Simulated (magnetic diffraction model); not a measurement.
**Which magnetic order? CoH₄S₂Cl₂**

Space group C2/m (no. 12), a = 8.0500 Å, b = 9.2660 Å, c = 3.8400 Å, β = 96.95°.

```
site  atom       x       y       z
  2a    Co       0       0       0
  4i    Cl  0.7617       0  0.4476
  4g     S     1/2  0.2619       0
  8j     H  0.5638  0.1921  0.1697
```

The compound is invented for this exercise: a known structure type with other elements, its cell scaled to their sizes and not relaxed.

Only Co is taken to order (form factors of Co2+); orders and moment sizes are assumed, and not adapted to the symmetry. Radiation: neutrons of λ = 2.36 Å, 3° to 55°; isotropic B of 0.47 Å² (Co), 0.5 Å² (Cl), 0.68 Å² (S) and 0.95 Å² (H). The intensities are simulated: I ∝ L Σ (|F_N|² + |F_M⊥|²) for unpolarised neutrons, with F_M = 2.695 fm/μB × Σ f(s) S exp(2πi Q·r) exp(−B s²) at Q = H ± k (one set where k and −k are equivalent), only the part normal to Q counting and L = 1/(sin²θ cos θ). For collinear order S is the moment m, which repeats by lattice and centring translations R with the sign exp(−2πi k·R). Form factors are spin-only for 3d ions and dipole or tabulated for f ions, scattering lengths are Sears's of 1992, and absorption is left out. A label names one of the reflections at its angle. The strongest nuclear line in the range is 100, and lines under 0.2 are left out.

Above the ordering temperature:

```
2θ (°)     index      I
 22.49   (1 1 0)   38.9
 29.51   (0 2 0)  100.0
 34.36   (2 0 0)   45.4
 36.07   (0 0 1)   27.3
 44.75   (1 1 1)    8.6
 45.91   (2 2 0)   24.8
 47.27   (0 2 1)   28.8
 47.30  (2 0 -1)    6.8
 48.36   (1 3 0)    9.7
 53.87   (2 0 1)   44.5
```

Below it (cell unchanged):

| 2θ (°) | I |
| --- | --- |
| 22.49 | 49.9 |
| 29.51 | 100.0 |
| 34.36 | 49.0 |
| 36.07 | 30.5 |
| 41.03 | 4.1 |
| 44.75 | 12.0 |
| 45.91 | 26.8 |
| 47.27 | 30.7 |
| 47.30 | 8.4 |
| 48.36 | 10.1 |
| 53.87 | 45.6 |
| 54.90 | 2.0 |

**Question.** Find the propagation vector, then choose among these models:
A. collinear moments along [010], 2.55 μB on Co
B. collinear moments along [100], 2.55 μB on Co
C. collinear moments along [111], 2.55 μB on Co

No line moves, and magnetic intensity falls on nuclear lines such as the one at 22.49°; new lines at (1 1 -1) and (3 1 0) have whole indices that obey the lattice centring, at places with no nuclear intensity to speak of, so the magnetic cell equals the chemical primitive cell: k = 0.

Magnetic intensity, observed (below minus above) and for each model:

| 2θ (°) | index | observed | A | B | C |
| --- | --- | --- | --- | --- | --- |
| 22.49 | (1 1 0) | 11.0 | 11.0 | 8.3 | 10.3 |
| 29.51 | (0 2 0) | <0.2 | <0.2 | 5.2 | 2.4 |
| 34.36 | (2 0 0) | 3.6 | 3.6 | <0.2 | 2.2 |
| 44.75 | (1 1 1) | 3.4 | 3.4 | 3.2 | 2.6 |
| 47.27 | (0 2 1) | 1.9 | 1.9 | 3.3 | 2.4 |
| 47.30 | (2 0 -1) | 1.6 | 1.6 | 0.8 | 1.5 |
| 48.36 | (1 3 0) | 0.4 | 0.4 | 2.7 | 1.5 |
| 54.90 | (3 1 0) | 2.0 | 2.0 | 0.2 | 1.3 |

Model A matches.

The absence at (0 2 0) is telling: Q lies along the moments there, so the part normal to Q vanishes.

The structure used: k = (0 0 0), collinear moments along [010], 2.55 μB on Co.

[Logs are printed without paths, hosts, clocks, repeated set-up lines and the standing remarks that a program may print on its own settings, such as how far it seeks lower states.]
